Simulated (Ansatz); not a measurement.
# What MgTiS3 (model cell, started as cubic perovskite with Ti in the octahedra) distorts into, part 3 of 3

Aim: this structure of MgTiS3 (model cell, started as cubic perovskite with Ti in the octahedra) is to be tested for unstable modes, and one is followed downhill.

Ansatz 0.2.0; DFT PBE, scalar-relativistic, plane waves, PAW; PAW set soft_1.

So far. Step 5 (Energy along the mode, all amplitudes (two of the runs …): The lowest of the steps tried is the last one, at 0.6 Å, 240 meV/atom below the parent; the bottom of the well need not coincide with a step. Step 7 (The new phase in its own primitive cell): The largest force component left is 0.25 meV/Å and the pressure is 0.005 GPa, within the tolerances set. The cell now holds 19.55 Å³/atom. The relaxed cell has a = 6.520, c = 4.598 Å (conventional setting).

The structure was built from a prototype and need not be the compound's stable phase.

## 8. Modes of the new phase, k-mesh 6×6×8

A relaxed structure may still be a saddle point, so its zone-centre modes are computed. No field response is asked, since the mesh shows no gap.

Contents of input.yaml:

```yaml
crystal:
  lattice:
    - [6.5197936479, 0.0, 0.0]
    - [0.0, 6.5197936479, 0.0]
    - [0.0, 0.0, 4.5982480715]
  atoms:
    - { symbol: Mg, position: [0.5, 0.0, 0.0] }
    - { symbol: Mg, position: [0.0, 0.5, 0.0] }
    - { symbol: Ti, position: [0.0, 0.0, 0.5] }
    - { symbol: Ti, position: [0.5, 0.5, 0.5] }
    - { symbol: S, position: [0.8409403728, 0.3409403728, 0.5] }
    - { symbol: S, position: [0.1590596272, 0.6590596272, 0.5] }
    - { symbol: S, position: [0.3409403728, 0.1590596272, 0.5] }
    - { symbol: S, position: [0.6590596272, 0.8409403728, 0.5] }
    - { symbol: S, position: [0.0, 0.0, 0.0] }
    - { symbol: S, position: [0.5, 0.5, 0.0] }
kpoints:
  mp_grid: { grid: [6, 6, 8] }
hamiltonian:
  xc: pbe
  pseudopotentials: { kind: paw, azcp: { folder: soft_1 } }
scf:
  occupations: { method: methfessel_paxton, width: 0.2 }
output:
  eigenvalues: true
phonons:
  method: dfpt
```

Launch:

```sh
$ ansatz run input.yaml --threads 4 --pin off --max-ram 16384MiB --backend cpu --events-out ev --progress --plain --runs-dir out
```

Numbers of over 12 decimals in the logs are rounded to 6 here.

What it wrote:

```text
zone centre: on kpoints.mp_grid the ground state, and the responses unless they are solved on pairs of k-points, stand on 100 of the mesh's 288 k-points, reduced under 2 symmetry operations, with k and −k counted as one. Each operation leaves every solved displacement unchanged or reverses it
[...]
Crystal: 10 atoms, lattice volume = 195.461 Å³
Basis set: ecut = 420 eV, 3859 PW (Γ), exchange–correlation on 96×96×64 points (8 copies of the dense FFT grid, shifted against one another)
Bands: 50, of which v1, the nominal top of the filled ones, is band 40 counted from 1 (39 counted from 0)
Symmetry: 16 space group operations
k-points: 100 of 288 (irreducible under 2 space group operations, time reversal used)
[...]
SCF iter   1: F=—  HF=-14271.158825 eV  |F-HF|=—  |Δ(HF+E_count)|=         —  Δρ=5.55e-2  dr2=1.21e1  ethr=3.10e-3  ⟨swp⟩=6.3  Hψ=21011  notcnv=0
[...]
SCF iter  13: F=-14269.688846 eV  HF=-14269.688846 eV  |F-HF|=3.64e-12  |Δ(HF+E_count)|=  5.46e-11  S|Δr|=    0.00e0  Δρ=4.55e-8  dr2=4.28e-12  ethr=1.00e-12  ⟨swp⟩=13.6  Hψ=27803  notcnv=0
SCF 1 converged in 13 iterations: F = -14269.688846 eV  dr2 = 4.28e-12
[...]
DFPT response loops at Γ: preconditioner auto → Kerker (q_TF=auto, 2.351 Å⁻¹) (partly filled bands, converged f_vac=0.000); β = 1.00, the filter's whole step (`scf.mixing.beta` (0.50) is not read by the response loops under this deck's `scf.mixing.preconditioner`; to damp them name `kerker` or `kerker_dos`, under which they read `scf.mixing.beta`, and type it under 1.00, their step now; both keys bind the ground state too); Broyden in place of MSR1
SCF converged after 13 iterations
[...]
Free energy (F): -14269.688846 eV
[...]
Internal energy: -14269.689874 eV  (E = F + TS)
E sigma→0 (E₀):  -14269.689103 eV
Entropy (-TS):   0.001028 eV (0.103 meV/atom)
Fermi energy:    7.342303 eV
[...]
--- Band table (eV; the first three rows and the last of 100) ---
  k-point 0: bands = [... 36 lower, 6.2660, 6.2660, 7.2681, 7.2681, 7.3947, 7.3947, 7.7704, 7.9881, ... 6 higher]
  k-point 1: bands = [... 36 lower, 5.8404, 5.8404, 7.3815, 7.3815, 7.7773, 7.7947, 7.7947, 8.0024, ... 6 higher]
  k-point 2: bands = [... 36 lower, 6.5341, 6.5341, 7.4127, 7.4127, 7.7942, 8.0257, 8.5413, 8.5413, ... 6 higher]
  k-point 99: bands = [... 36 lower, 5.6929, 5.6929, 6.3794, 6.3794, 8.5905, 8.5905, 8.9367, 8.9367, ... 6 higher]
--- Phonons (Γ-DFPT): 8 representative perturbations + reference, on 100 of 288 k-points (Σ response iterations 24) ---
  k mesh reduced under 2 symmetry operations, with k and −k counted as one. Each operation leaves every solved displacement unchanged or reverses it
  ASR residual: 1.189e-4 → 0.000e0 eV/Å²; symmetrization residual: 1.657e-5 eV/Å²
  ASR residual per site (eV/Å²): 1.94e-5 1.94e-5 1.05e-4 1.05e-4 3.46e-5 3.46e-5 3.46e-5 3.46e-5 1.19e-4 1.19e-4
  Γ frequencies (cm⁻¹): -121.76 -121.76 -88.54 -68.83 -68.83 -36.34 0.00 0.00 0.00 35.69 35.69 59.66 122.83 122.83 129.32 129.32 157.36 176.12 176.12 177.38 238.77 238.77 241.44 272.60 275.39 275.39 282.69 356.58 383.43 384.33
  non-analytic LO–TO correction: not included (Born effective charges unavailable; polar crystals: no LO–TO splitting at Γ)
```

The job ended after 4.5 min (4 threads of Arm Neoverse V1, shared host; peak memory 3.1 GiB; 18 min of CPU time).

Numbers from this step:

* sum-rule residual before enforcement: 1.19e-4 eV/Å²
* point group: 4/mmm
* highest optical mode at the zone centre (no LO-TO term): 384.3 cm⁻¹
* lowest optical zone-centre mode: -121.8 cm⁻¹

Patterns of degenerate modes are one choice out of their space. Modes at Γ, with each element's share of the kinetic energy (negative means imaginary):

| mode | frequency (cm⁻¹) | symmetry | Mg % | Ti % | S % |
| --- | --- | --- | --- | --- | --- |
| 1 | -121.8 | Eu | 42 | 1 | 57 |
| 2 | -121.8 | Eu | 42 | 1 | 57 |
| 3 | -88.5 | A2u | 7 | 60 | 34 |
| 4 | -68.8 | Eu | 63 | 2 | 34 |
| 5 | -68.8 | Eu | 63 | 2 | 34 |
| 6 | -36.3 | A1u | 0 | 85 | 15 |
| 7 | 0.0 | acoustic | 14 | 28 | 57 |
| 8 | 0.0 | acoustic | 14 | 28 | 57 |
| 9 | 0.0 | acoustic | 14 | 28 | 57 |
| 10 | 35.7 | Eu | 48 | 23 | 29 |
| 11 | 35.7 | Eu | 48 | 23 | 29 |
| 12 | 59.7 | B1u | 38 | 0 | 62 |
| 13 | 122.8 | Eu | 15 | 38 | 47 |
| 14 | 122.8 | Eu | 15 | 38 | 47 |
| 15 | 129.3 | Eg | 0 | 0 | 100 |
| 16 | 129.3 | Eg | 0 | 0 | 100 |
| 17 | 157.4 | A2u | 79 | 0 | 21 |
| 18 | 176.1 | Eu | 9 | 15 | 77 |
| 19 | 176.1 | Eu | 9 | 15 | 77 |
| 20 | 177.4 | B1u | 62 | 0 | 38 |
| 21 | 238.8 | Eu | 9 | 83 | 8 |
| 22 | 238.8 | Eu | 9 | 83 | 8 |
| 23 | 241.4 | A1g | 0 | 0 | 100 |
| 24 | 272.6 | B2g | 0 | 0 | 100 |
| 25 | 275.4 | Eu | 1 | 8 | 91 |
| 26 | 275.4 | Eu | 1 | 8 | 91 |
| 27 | 282.7 | B1g | 0 | 0 | 100 |
| 28 | 356.6 | A2g | 0 | 0 | 100 |
| 29 | 383.4 | A1u | 0 | 15 | 85 |
| 30 | 384.3 | A2u | 0 | 12 | 88 |

Displacements in mode 1 (-121.8 cm⁻¹), the largest set to 1:
```
Mg1  0.00 -0.21  0.00
Mg2  0.98 -1.00  0.00
Ti3  0.06 -0.12  0.00
Ti4  0.10 -0.09  0.00
S5  -0.19  0.17  0.00
S6  -0.19  0.17  0.00
S7   0.15 -0.11  0.00
S8   0.15 -0.11  0.00
S9   0.06  0.97  0.00
S10 -0.96  0.14  0.00
```

Displacements in mode 10 (35.7 cm⁻¹), the largest set to 1:
```
Mg1 -0.30  0.62  0.00
Mg2 -0.84  1.00  0.00
Ti3  0.15 -0.50  0.00
Ti4  0.42 -0.31  0.00
S5  -0.04 -0.04  0.00
S6  -0.04 -0.04  0.00
S7   0.25 -0.25  0.00
S8   0.25 -0.25  0.00
S9   0.20  0.57  0.00
S10 -0.60  0.00  0.00
```

Before it was imposed, the acoustic sum rule was missed by 1.2e-4 eV/Å². Small misses are needed for a sound result but don't prove that mesh and cutoff are converged. The lowest optical mode is imaginary, 121.8i cm⁻¹, so the energy falls along it.

## 9. Results

```json
{
  "unstable mode of the parent": "q = (0, -0.5, -0.5), 235i cm⁻¹",
  "depth at the lowest point sampled": "240 meV/atom",
  "largest atomic shift at that point": "0.6 Å",
  "space group reached (within 0.01 Å)": "P4/mbm",
  "energy gained over the parent (first relaxation, on the mesh of the frozen mode)": "317 meV/atom",
  "volume per atom, phase reached": "19.5 Å³",
  "lowest optical zone-centre mode, phase reached": "-122 cm⁻¹",
  "highest optical mode at the zone centre (no LO-TO term), phase reached": "384 cm⁻¹"
}
```

What this shows: Along this mode the structure falls into P4/mbm, 317 meV/atom below the parent. At the parent's cell the well is 239.8 meV/atom deep on the steps tried, with its lowest point at a shift of 0.6 Å. That is the last step tried, so the steps alone don't bracket the bottom of the well. Relaxing atoms and cell changes the gain by +77.15 meV/atom against the lowest step (energies at zero smearing). The new phase still has an imaginary mode at the zone centre of its cell, so it is a saddle point on the way to a lower structure. Of the 2 patterns followed to their end from this parent, this one reaches the lowest energy. Another end point lies within 1 meV/atom; how such a difference moves with mesh and cutoff was not tested. Each path keeps the symmetry of its pattern, so a lower phase may lie along a pattern not tried. With no gap, or one that is small against the smearing, the frequencies hang on the k mesh and the smearing, most of all near Kohn anomalies. A semilocal functional can close a gap that the real compound would have, so the metallic treatment may be an artefact of the level. A phonon run warned that its eigensolver left some bands unconverged in a pass. The starting cell was built on a prototype and not taken from a measurement, so the phase need not exist.

[Logs are printed without paths, hosts, clocks, repeated set-up lines and the standing remarks that a program may print on its own settings, such as how far it seeks lower states.]

[Hosts, paths, dates, database ids (printed as entryN), source tags and the programs' standing remarks are cut or masked in the printed files.]
